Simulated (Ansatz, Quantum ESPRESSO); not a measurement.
**Ge (001), diamond: biaxial strain and the free axis**

A thin film takes the in-plane lattice of its substrate and is free along the normal. How do the free axis and the stress follow the misfit? The strained cell has c along the film normal; unstrained it is a = 4.0104 Å, b = 4.0104 Å, c = 5.6715 Å, α = 90.00°, β = 90.00°, γ = 90.00°, with 4 atoms.

Calculated with Quantum ESPRESSO 7.5, PBEsol, GBRV 1.5 ultrasoft potentials, cutoff 680 eV, Fermi–Dirac smearing 0.02 eV, k-mesh 7×7×5, no spin polarisation, no spin-orbit coupling.

Relaxed positions at 0 %:

```
atom       x       y       z
  Ge  0.0000  0.0000  0.5000
  Ge  0.5000  0.0000  0.7500
  Ge  0.5000  0.5000  0.0000
  Ge  0.0000  0.5000  0.2500
```

| ε∥ (%) | a (Å) | c (Å) | ε⊥ (%) | σ (GPa, tension positive) |
| --- | --- | --- | --- | --- |
| −3 | 3.8901 | 5.7875 | 2.045 | −4.41 |
| −2 | 3.9302 | 5.7465 | 1.321 | −2.87 |
| −1 | 3.9703 | 5.7062 | 0.610 | −1.48 |
| 0 | 4.0104 | 5.6650 | −0.116 | −0.18 |
| 1 | 4.0505 | 5.6192 | −0.924 | 0.99 |
| 3 | 4.1307 | 5.5314 | −2.471 | 3.18 |

**Question.** Fit both responses and give the free strain and the stress at +2 %, a row left out above.

Least squares with y = y0 + y1 ε + y2 ε² (ε in %) gives ε⊥ = −0.139 + (−0.7530) ε + (−0.0086) ε² and σ = −0.19 + (1.260) ε + (−0.047) ε² GPa. The linear terms put the ratio of free to applied strain at −0.753 and the biaxial modulus at 126 GPa.

At +2 % the free strain comes out as −1.679 %. The run itself gives −1.697 %, so the estimate misses by 0.018 %; the fitted rows themselves lie up to 0.023 % off the law.

The stress comes out as 2.14 GPa. The run itself gives 2.13 GPa, so the estimate misses by 0.01 GPa, a rounding's worth.

For a cubic crystal strained in (001), ε⊥/ε∥ = −R with R = 2C12/C11, the modulus is C11 + C12 − 2C12²/C11 = C11(1 + R/2 − R²/2), so C11 = 115 GPa and C12 = 43 GPa.

The negative ε² term means that the crystal stiffens in compression and softens in tension.

The same fit over all rows at other levels or in other programs gives the strain ratio = −0.756 with PBEsol (Quantum ESPRESSO, PseudoDojo), −0.762 with LDA (Quantum ESPRESSO, GBRV) and −0.756 with PBEsol (Ansatz).

[Logs are printed without paths, hosts, clocks, repeated set-up lines and the standing remarks that a program may print on its own settings, such as how far it seeks lower states.]
